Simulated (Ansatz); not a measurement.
# Gap against strain: Sn wire along [110], 6 atoms a period, H-terminated

**Method.** Ansatz 0.2.0, plane waves with PAW datasets, PBE, Fermi-Dirac smearing of 0.05 eV, no spin-orbit coupling. The period is scaled from its relaxed value of 4.705 Å and the atoms relax, within the symmetry of the start, at each strain ε (in %); gaps, in eV, are read on a band path.

```tsv
period (Å)	energy (eV a cell)	place of the conduction minimum (Γ = 0, Z = 1)	ε	gap
4.517	+0.088	0.00	−4	1.619
4.611	+0.022	0.00	−2	1.608
4.705	0.000	0.00	0	1.569
4.893	+0.077	0.00	4	1.443
4.987	+0.168	0.00	6	1.362
```

One run is withheld: period (Å) = 4.799, with ε = 2. Fit a straight line gap = a + b × ε to the 5 rows shown and predict it.

**Fit.** The means are 0.8 for ε and 1.52 for gap. The sum of products of deviations is −1.831 and the sum of squares in ε is 68.8, so b = −1.831 / 68.8 = −0.02661 and a = 1.52 − (−0.02661) × 0.8 = 1.541. The residuals' standard deviation, with 3 degrees of freedom, is σ = 0.027.

**Prediction.** gap = 1.541 + (−0.02661) × 2 = 1.488. The run gave 1.512, so the prediction less the run is −0.024. The standard error of a prediction there, σ√(1 + 1/5 + (2 − 0.8)²/68.8), is 0.03, and the miss is 0.8 times that, for a point between the fitted rows. With so few rows σ is itself uncertain.

The gap narrows at every step from compression to tension.

**Limits.** Kohn-Sham gaps of a wire among periodic images, which in a check on one flat ribbon (7 Å apart) lowered the gap by 0.2 eV and flattened the slope; the slope b × 100 is a mean deformation potential of the gap, in eV per unit strain. Between neighbouring runs it lies between −4.0 and −0.5 eV, so a bend, a kink or scatter between runs makes one line a rough account. The unstrained row comes from a denser mesh than the others, which shifts its energy a little. Series of this kind are told only where this holds: a gap at every strain (compound wires with polar facets were set aside first). 88 of 101 did.

[Logs are printed without paths, hosts, clocks, repeated set-up lines and the standing remarks that a program may print on its own settings, such as how far it seeks lower states.]
